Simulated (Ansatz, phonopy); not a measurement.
# How NaF (Villiaumite, Fm-3m) expands on warming, part 2 of 2

Wanted: α(T), C_P(T) and B(T) of NaF (Villiaumite) in the quasi-harmonic approximation.

What experiment has found for this phase:
- volume expansion coefficient 95.1 1e-6/K and heat capacity C_P per formula unit 46.9 J/mol/K near room temperature (given in “High-Throughput Prediction of Finite-Temperature Properties using the Quasi-Harmonic Approximation”, 2016, arXiv:1603.06924)
- volume expansion coefficient 102.6 1e-6/K near room temperature (given in “Descriptors for thermal expansion in solids”, 2017, arXiv:1701.03966)

Ansatz 0.2.0; DFT r2SCAN, scalar-relativistic, plane waves, PAW.

So far. Step 2 (A first coarse run): The start is under -1.5 GPa at this level and looks like an insulator or semiconductor on this mesh. Step 4 (Tight relaxation): The residual pressure is 0.0077 GPa, small enough for phonons. The relaxed cell has a = 4.594 Å (conventional setting).

## (5) The quasi-harmonic study

The study relaxes the crystal at several strains, solves the phonons on some of them and minimises energy plus vibrational free energy at each temperature; the q-mesh sets how far the force constants reach.

File input.yaml:

```yaml
crystal:
  lattice:
    - [0.0, 2.2971262911, 2.2971262911]
    - [2.2971262911, 0.0, 2.2971262911]
    - [2.2971262911, 2.2971262911, 0.0]
  atoms:
    - { symbol: Na, position: [0.0, 0.0, 0.0] }
    - { symbol: F, position: [0.5, 0.5, 0.5] }
kpoints:
  mp_grid: { grid: [8, 8, 8] }
hamiltonian:
  xc: r2scan
scf:
  occupations: { method: fixed }
  lower_state_search: "off"
output:
  eigenvalues: true
phonons:
  method: dfpt
  qmesh: [4, 4, 4]
  temperatures: { t_max: 800.0, t_step: 50 }
  thermal_expansion: {}
```

Launch:

```bash
$ ansatz run input.yaml --threads 4 --pin off --max-ram 16384MiB --backend cpu --events-out ev --progress --plain --runs-dir out
```

Log:

```text
[...]
Crystal: 2 atoms, lattice volume = 24.243 Å³
Basis set: ecut = 580 eV, 749 PW (Γ), exchange–correlation on 270×270×270 points (1000 copies of the dense FFT grid, shifted against one another)
Bands: 12, of which v1, the nominal top of the filled ones, is band 8 counted from 1 (7 counted from 0)
Symmetry: 48 space group operations
[...]
k-points: 29 of 512
[...]
SCF iter   1: F=-2301.369105 eV  HF=-2301.345176 eV  |F-HF|=2.39e-2  |Δ(HF+E_count)|=         —  Δρ=9.76e-3  dr2=1.38e-2  dr2_τ=2.84e-2  ethr=1.77e-3  ⟨swp⟩=4.8  Hψ=1912  notcnv=0  defer=52
[...]
SCF iter   7: F=-2301.376377 eV  HF=-2301.376377 eV  |F-HF|=6.37e-12  |Δ(HF+E_count)|=  3.64e-11  Δρ=2.41e-7  dr2=1.14e-11  dr2_τ=1.25e-12  ethr=1.00e-12  ⟨swp⟩=5.0  Hψ=1946  notcnv=0
SCF 1 converged in 7 iterations: F = -2301.376377 eV  dr2 = 1.14e-11
[...]
relax step   1: F+E_penalty+E_count = -2301.37637710 eV  Δ(F+E_penalty+E_count) = +0.000e0 eV  max|allowed force component| = 1.814e-29 eV/Å  Δτ_max = 0.0000 Å  (7 SCF iters, accepted)
SCF converged after 7 iterations
Free energy (F): -2301.376377 eV
[...]
Internal energy: -2301.376377 eV  (E = F + TS)
E sigma→0 (E₀):  -2301.376377 eV
Fermi energy:    0.575621 eV
[...]
--- Stress (GPa, compression-positive) ---
       -0.003269       0.000000       0.000000
        0.000000      -0.003269       0.000000
       -0.000000      -0.000000      -0.003269
  P = ⅓ Tr σ = -0.0033 GPa (-0.033 kbar)
--- Band table (eV; the first three rows and the last of 29) ---
  k-point 0: bands = [... 4 lower, -18.7372, 0.5756, 0.5756, 0.5756, 7.8569, 20.8368, 20.8368, 20.8368]
  k-point 1: bands = [... 4 lower, -18.6480, 0.2840, 0.5357, 0.5357, 8.4101, 18.9458, 21.1015, 21.1015]
  k-point 2: bands = [... 4 lower, -18.4652, -0.3213, 0.4407, 0.4407, 9.7594, 16.8191, 21.7166, 21.7166]
  k-point 28: bands = [... 4 lower, -18.5210, -0.3177, -0.3177, -0.0077, 14.8393, 14.8393, 17.3994, 18.9379]
── thermal expansion: 3 new cells, 3 in all ──
thermal expansion: relaxation of cell 2
thermal expansion: relaxation of cell 3
── thermal expansion: 2 new cells, 5 in all ──
thermal expansion: relaxation of cell 4
thermal expansion: phonons of cell 4
thermal expansion: relaxation of cell 5
thermal expansion: phonons of cell 5
── thermal expansion: 8 new cells, 13 in all ──
thermal expansion: relaxation of cell 6
thermal expansion: relaxation of cell 7
thermal expansion: relaxation of cell 8
thermal expansion: relaxation of cell 9
thermal expansion: relaxation of cell 10
thermal expansion: relaxation of cell 11
thermal expansion: relaxation of cell 12
thermal expansion: relaxation of cell 13
thermal expansion: phonons of cell 6
thermal expansion: phonons of cell 7
thermal expansion: phonons of cell 8
thermal expansion: phonons of cell 9
thermal expansion: phonons of cell 10
--- Relaxed structure (1 steps of the walk, 1 accepted, 0 SCFs on fresh bases) ---
  F+E_penalty+E_count = -2301.37637710 eV   max|allowed force component| = 1.814e-29 eV/Å
  atoms:
    - { symbol: Na, position: [0.0, 0.0, 0.0] }
    - { symbol: F, position: [0.5, 0.5, 0.5] }
--- Thermal expansion: 13 cells in 3 rounds, 0 GPa ---
  no lower state was looked for at cell 4: scf.lower_state_search: off
  without vibrations: a 3.24861, b 3.24861, c 3.24861 Å, V 24.2425 Å³, B 54.35 GPa
  at 0 K: a 3.26679, b 3.26679, c 3.26679 Å, V 24.6518 Å³, B 51.76 GPa
  zero-point expansion: a +0.560, b +0.560, c +0.560, V +1.689 %
      T/K        a/Å        b/Å        c/Å       V/Å³ | expansion of a, b, c, V (1e-6/K)   | that of V in the mean from 25 °C | C_P, C_V (J/mol K of the cell) | B_T, B_S (GPa)
     0.00    3.26679    3.26679    3.26679    24.6518 |    0.00    0.00    0.00    0.00 |   58.74 |     0.000     0.000 |    51.76    51.76
   100.00    3.26836    3.26836    3.26836    24.6874 |   14.92   14.92   14.92   44.76 |   81.22 |    23.121    22.969 |    51.06    51.40
   200.00    3.27586    3.27586    3.27586    24.8577 |   28.57   28.57   28.57   85.71 |   94.85 |    41.150    40.078 |    48.73    50.03
   298.15    3.28609    3.28609    3.28609    25.0912 |   34.43   34.43   34.43  103.29 |       - |    47.412    45.199 |    46.05    48.30
   350.00    3.29216    3.29216    3.29216    25.2306 |   36.73   36.73   36.73  110.19 |  107.10 |    49.350    46.474 |    44.55    47.30
   450.00    3.30496    3.30496    3.30496    25.5260 |   40.89   40.89   40.89  122.68 |  114.12 |    52.172    47.853 |    41.48    45.23
   550.00    3.31924    3.31924    3.31924    25.8584 |   45.49   45.49   45.49  136.47 |  121.40 |    54.653    48.566 |    38.16    42.94
   650.00    3.33530    3.33530    3.33530    26.2355 |   51.31   51.31   51.31  153.93 |  129.62 |    57.367    48.979 |    34.47    40.38
   750.00    3.35374    3.35374    3.35374    26.6732 |   59.53   59.53   59.53  178.59 |  139.53 |    60.878    49.238 |    30.29    37.45
   800.00    3.36420    3.36420    3.36420    26.9235 |   65.26   65.26   65.26  195.77 |  145.51 |    63.222    49.333 |    27.94    35.81
  the static fit leaves 0.006 meV an atom of the energies and, of the stresses, 0.000 GPa of each cell's largest along a strain (root mean squares over the cells), whose Pulay part it has at -0.104 GPa
  vibrations' free energy: its fit leaves 0.0001 meV an atom at the most
  the electrons' free energy at temperature is not in it: every band gap is over 0.83 eV
  free energies summed between the sampled wave vectors
  estimated error of the fitted expansion in any direction: up to 1.372e-6/K, at 800 K (an estimate, not a bound: it was exceeded on models of known expansion)
  by sums over the sampled wave vectors an expansion of the volume parts by up to 1.60e-6/K
  by a static energy of one degree less an expansion of the volume parts by up to 0.94e-6/K
  band gaps on the cells' k-points are 6.495 to 7.457 eV
```

Wall time 51 min (4 threads of Arm Neoverse V1, shared host); peak memory 5.9 GiB.

Read from the output:

- pressure: -0.003269 GPa
- gap on the k-mesh: 7.281 eV
- volume expansion coefficient at 298 K: 103.3 1e-6/K
- C_P at 298 K: 23.71 J/mol-atom/K
- entropy at 298 K: 25.85 J/mol-atom/K
- isothermal bulk modulus at 298 K: 46.05 GPa
- Grüneisen parameter at 298 K: 1.590
- volume at 298 K: 12.55 Å³/atom
- principal linear expansion coefficients at 298 K: 34.43, 34.43, 34.43 1e-6/K

Strained cells of the study; zero-point energy where phonons were solved; the pressures are stresses at the typed cutoff and can carry an offset from the finite basis. Expansion cells, by row:

```
cell  |a| (Å)  |b| (Å)  |c| (Å)  V (Å³/atom)  E - E_lowest (meV/atom)  pressure, compression positive (GPa)  gap (eV)  zero-point energy (meV/atom)
   1    3.249    3.249    3.249        12.12                        0                                -0.105     7.281                             -
   2    3.275    3.275    3.275        12.41                    1.139                                -1.331     7.145                             -
   3    3.223    3.223    3.223        11.84                    1.187                                 1.266     7.422                             -
   4    3.249    3.249    3.249        12.12                    0.002                                -0.118      7.28                         43.19
   5    3.265    3.265    3.265        12.31                    0.462                                -0.901     7.194                         42.17
   6    3.276    3.276    3.276        12.43                    1.268                                 -1.39     7.138                         41.51
   7    3.303    3.303    3.303        12.74                    4.933                                 -2.52         7                         39.85
   8    3.331    3.331    3.331        13.06                    10.81                                -3.518     6.867                         38.23
   9    3.359    3.359    3.359        13.39                    18.77                                -4.396     6.737                         36.63
  10    3.387    3.387    3.387        13.73                    28.66                                -5.166     6.612                         35.05
  11    3.217    3.217    3.217        11.77                    1.843                                 1.621     7.457                             -
  12    3.233    3.233    3.233        11.94                    0.439                                 0.722     7.367                             -
  13    3.414    3.414    3.414        14.06                    39.87                                -5.811     6.495                             -
```

Quasi-harmonic; a, b, c are the run's own cell vectors. Expansion, by row:

| T (K) | a (Å) | b (Å) | c (Å) | alpha (deg) | beta (deg) | gamma (deg) | cell volume (Å³/cell) | alpha_a (1e-6/K) | alpha_b (1e-6/K) | alpha_c (1e-6/K) | alpha_V (1e-6/K) | C_P (J/mol-atom/K) | C_V (J/mol-atom/K) | S (J/mol-atom/K) | B_T (GPa) | B_S (GPa) | Grueneisen | extrapolation | fit error (1e-6/K) |
| --- | --- | --- | --- | --- | --- | --- | --- | --- | --- | --- | --- | --- | --- | --- | --- | --- | --- | --- | --- |
| 0 | 3.267 | 3.267 | 3.267 | 60 | 60 | 60 | 24.65 | 0 | 0 | 0 | 0 | 0 | 0 | 0 | 51.76 | 51.76 | - | 0 | 0 |
| 50 | 3.267 | 3.267 | 3.267 | 60 | 60 | 60 | 24.65 | 3.06 | 3.06 | 3.06 | 9.17 | 2.844 | 2.842 | 0.913 | 51.7 | 51.72 | 1.238 | 0 | 0.01 |
| 100 | 3.268 | 3.268 | 3.268 | 60 | 60 | 60 | 24.69 | 14.92 | 14.92 | 14.92 | 44.76 | 11.56 | 11.48 | 5.588 | 51.06 | 51.4 | 1.479 | 0 | 0.02 |
| 150 | 3.272 | 3.272 | 3.272 | 60 | 60 | 60 | 24.76 | 23.48 | 23.48 | 23.48 | 70.45 | 17.37 | 17.09 | 11.49 | 49.98 | 50.79 | 1.536 | 0 | 0.04 |
| 200 | 3.276 | 3.276 | 3.276 | 60 | 60 | 60 | 24.86 | 28.57 | 28.57 | 28.57 | 85.71 | 20.57 | 20.04 | 16.97 | 48.73 | 50.03 | 1.56 | 0 | 0.04 |
| 250 | 3.281 | 3.281 | 3.281 | 60 | 60 | 60 | 24.97 | 31.95 | 31.95 | 31.95 | 95.84 | 22.48 | 21.66 | 21.78 | 47.39 | 49.18 | 1.576 | 0 | 0.04 |
| 298.1 | 3.286 | 3.286 | 3.286 | 60 | 60 | 60 | 25.09 | 34.43 | 34.43 | 34.43 | 103.3 | 23.71 | 22.6 | 25.85 | 46.05 | 48.3 | 1.59 | 0 | 0.05 |
| 300 | 3.286 | 3.286 | 3.286 | 60 | 60 | 60 | 25.1 | 34.52 | 34.52 | 34.52 | 103.6 | 23.75 | 22.63 | 26 | 45.99 | 48.27 | 1.591 | 0 | 0.05 |
| 350 | 3.292 | 3.292 | 3.292 | 60 | 60 | 60 | 25.23 | 36.73 | 36.73 | 36.73 | 110.2 | 24.68 | 23.24 | 29.73 | 44.55 | 47.3 | 1.605 | 0 | 0.1 |
| 400 | 3.298 | 3.298 | 3.298 | 60 | 60 | 60 | 25.37 | 38.81 | 38.81 | 38.81 | 116.4 | 25.43 | 23.64 | 33.08 | 43.05 | 46.29 | 1.619 | 0 | 0.16 |
| 450 | 3.305 | 3.305 | 3.305 | 60 | 60 | 60 | 25.53 | 40.89 | 40.89 | 40.89 | 122.7 | 26.09 | 23.93 | 36.11 | 41.48 | 45.23 | 1.635 | 0 | 0.2 |
| 500 | 3.312 | 3.312 | 3.312 | 60 | 60 | 60 | 25.69 | 43.09 | 43.09 | 43.09 | 129.3 | 26.71 | 24.13 | 38.89 | 39.86 | 44.11 | 1.652 | 0 | 0.17 |
| 550 | 3.319 | 3.319 | 3.319 | 60 | 60 | 60 | 25.86 | 45.49 | 45.49 | 45.49 | 136.5 | 27.33 | 24.28 | 41.47 | 38.16 | 42.94 | 1.67 | 0 | 0.08 |
| 600 | 3.327 | 3.327 | 3.327 | 60 | 60 | 60 | 26.04 | 48.19 | 48.19 | 48.19 | 144.6 | 27.98 | 24.4 | 43.87 | 36.37 | 41.7 | 1.69 | 0 | 0.35 |
| 650 | 3.335 | 3.335 | 3.335 | 60 | 60 | 60 | 26.24 | 51.31 | 51.31 | 51.31 | 153.9 | 28.68 | 24.49 | 46.14 | 34.47 | 40.38 | 1.712 | 0 | 0.81 |
| 700 | 3.344 | 3.344 | 3.344 | 60 | 60 | 60 | 26.45 | 55.01 | 55.01 | 55.01 | 165 | 29.49 | 24.56 | 48.29 | 32.46 | 38.97 | 1.737 | 0 | 1.25 |
| 750 | 3.354 | 3.354 | 3.354 | 60 | 60 | 60 | 26.67 | 59.53 | 59.53 | 59.53 | 178.6 | 30.44 | 24.62 | 50.36 | 30.29 | 37.45 | 1.765 | 0 | 1.05 |
| 800 | 3.364 | 3.364 | 3.364 | 60 | 60 | 60 | 26.92 | 65.26 | 65.26 | 65.26 | 195.8 | 31.61 | 24.67 | 52.36 | 27.94 | 35.81 | 1.798 | 0 | 1.37 |

Expansion coefficient against temperature; values in 1e-6/K:

| temperature (K) | volume | principal 1 |
| --- | --- | --- |
| 0 | 0 | 0 |
| 50 | 9.17 | 3.06 |
| 100 | 44.8 | 14.9 |
| 150 | 70.5 | 23.5 |
| 200 | 85.7 | 28.6 |
| 250 | 95.8 | 31.9 |
| 298 | 103 | 34.4 |
| 300 | 104 | 34.5 |
| 350 | 110 | 36.7 |
| 400 | 116 | 38.8 |
| 450 | 123 | 40.9 |
| 500 | 129 | 43.1 |
| 550 | 136 | 45.5 |
| 600 | 145 | 48.2 |
| 650 | 154 | 51.3 |
| 700 | 165 | 55.0 |
| 750 | 179 | 59.5 |
| 800 | 196 | 65.3 |

At 298 K the volume expansion is 103 × 10⁻⁶/K and B_T is 46.0 GPa. The program raised the cutoff to 580 eV by itself: with no cutoff typed, the study takes about 1.16 times the default for its relaxations and scales it with the volume for the phonons.

## (6) Quasi-harmonic fit by phonopy

This step: DFT r2SCAN, scalar-relativistic, plane waves, PAW (phonopy 4.10.0).

This step gave:

- volume expansion coefficient at 300 K: 103.1 1e-6/K
- isothermal bulk modulus at 300 K: 46.07 GPa
- C_P at 300 K: 23.79 J/mol-atom/K
- Grüneisen parameter at 300 K: 1.586

Table of energy (each curve on its own zero) by volume; values in meV/atom:

```csv
volume (Å³/atom),static,F at 0 K,F at 300 K,F at 800 K
12.124,0,3.67,7.66,18.9
12.307,0.46,3.11,6.14,14.5
12.430,1.27,3.25,5.61,12.1
12.743,4.93,5.27,5.88,7.38
13.065,10.8,9.52,8.26,4.59
13.394,18.8,15.9,12.6,3.5
13.732,28.7,24.2,18.7,3.91
```

Phonopy-qha, vinet fit of F(V) at each temperature. Qha vinet, by row:

| T (K) | fitted volume (Å³/atom) | alpha_V (1e-6/K) | B_T (GPa) | C_P (J/mol-atom/K) | Grueneisen |
| --- | --- | --- | --- | --- | --- |
| 100 | 12.34 | 42.66 | 51.19 | 11.07 | 1.414 |
| 150 | 12.38 | 68.5 | 50.12 | 17.23 | 1.498 |
| 200 | 12.43 | 84.58 | 48.86 | 20.58 | 1.544 |
| 250 | 12.49 | 95.13 | 47.51 | 22.52 | 1.568 |
| 300 | 12.55 | 103.1 | 46.07 | 23.79 | 1.586 |
| 350 | 12.61 | 110 | 44.58 | 24.72 | 1.602 |
| 400 | 12.69 | 116.4 | 43.02 | 25.47 | 1.618 |
| 450 | 12.76 | 122.9 | 41.4 | 26.13 | 1.635 |
| 500 | 12.84 | 129.8 | 39.72 | 26.75 | 1.653 |
| 550 | 12.93 | 137.4 | 37.97 | 27.37 | 1.672 |
| 600 | 13.02 | 145.8 | 36.15 | 28.03 | 1.694 |
| 650 | 13.12 | 155.4 | 34.26 | 28.75 | 1.717 |
| 700 | 13.22 | 166.4 | 32.3 | 29.55 | 1.743 |
| 750 | 13.34 | 179.5 | 30.26 | 30.49 | 1.772 |

Volume expansion coefficient against temperature; values in 1e-6/K:

| temperature (K) | phonopy-qha, Vinet | Ansatz's own study |
| --- | --- | --- |
| 100 | 42.7 | 44.8 |
| 150 | 68.5 | 70.5 |
| 200 | 84.6 | 85.7 |
| 250 | 95.1 | 95.8 |
| 300 | 103 | 104 |
| 350 | 110 | 110 |
| 400 | 116 | 116 |
| 450 | 123 | 123 |
| 500 | 130 | 129 |
| 550 | 137 | 136 |
| 600 | 146 | 145 |
| 650 | 155 | 154 |
| 700 | 166 | 165 |
| 750 | 179 | 179 |

The fit gives a volume expansion of 103 × 10⁻⁶/K at 300 K, against 103 at 298 K from the study's own fit of the same cells.

## (7) What came out

| Property | Result |
| --- | --- |
| settings of these figures | r2SCAN, 580 eV, k 8×8×8, q 4×4×4 |
| volume expansion coefficient at 298 K | 103.3 1e-6/K |
| C_P at 298 K | 23.71 J/mol-atom/K |
| entropy at 298 K | 25.85 J/mol-atom/K |
| isothermal bulk modulus at 298 K | 46.05 GPa |
| Grüneisen parameter at 298 K | 1.590 |
| volume at 298 K | 12.55 Å³/atom |
| principal linear expansion coefficients at 298 K | 34.43, 34.43, 34.43 1e-6/K |

In words: Near room temperature NaF (Villiaumite) expands by 103 × 10⁻⁶/K in volume at this level, with C_P = 23.7 J/(mol K) per mole of atoms and B_T = 46.0 GPa. Between 298.15 and 800 K the bulk modulus falls by 39 % and the Grüneisen parameter grows; in this range the quasi-harmonic approximation, which lacks anharmonicity at fixed volume, tends to overshoot. C_P at room temperature is 95 % of the classical 3R an atom, near the Dulong–Petit value that C_V approaches. A measured volume expansion coefficient near room temperature is 95.1 1e-6/K (arXiv:1603.06924); the calculated 103 1e-6/K differs by +9 %. A measured heat capacity per formula unit near room temperature is 46.9 J/mol/K (arXiv:1603.06924); the calculated 47.4 J/mol/K differs by +1 %.

[Long decimals in the printed logs are rounded to 6 places.]

[Logs are printed without paths, hosts, clocks, repeated set-up lines and the standing remarks that a program may print on its own settings, such as how far it seeks lower states.]

[Hosts, paths, dates, database ids (printed as entryN), source tags and the programs' standing remarks are cut or masked in the printed files.]

[Where the starting crystal was built by hand or by swapping elements, it need not be the compound's stable phase.]

[A step with changed settings may run another functional than the one named; its input shows which.]

[Pressures of single members of a volume series are the stress at the run's cutoff; with an incomplete basis they can lie off −dE/dV of the same runs, and they are not shown converged.]
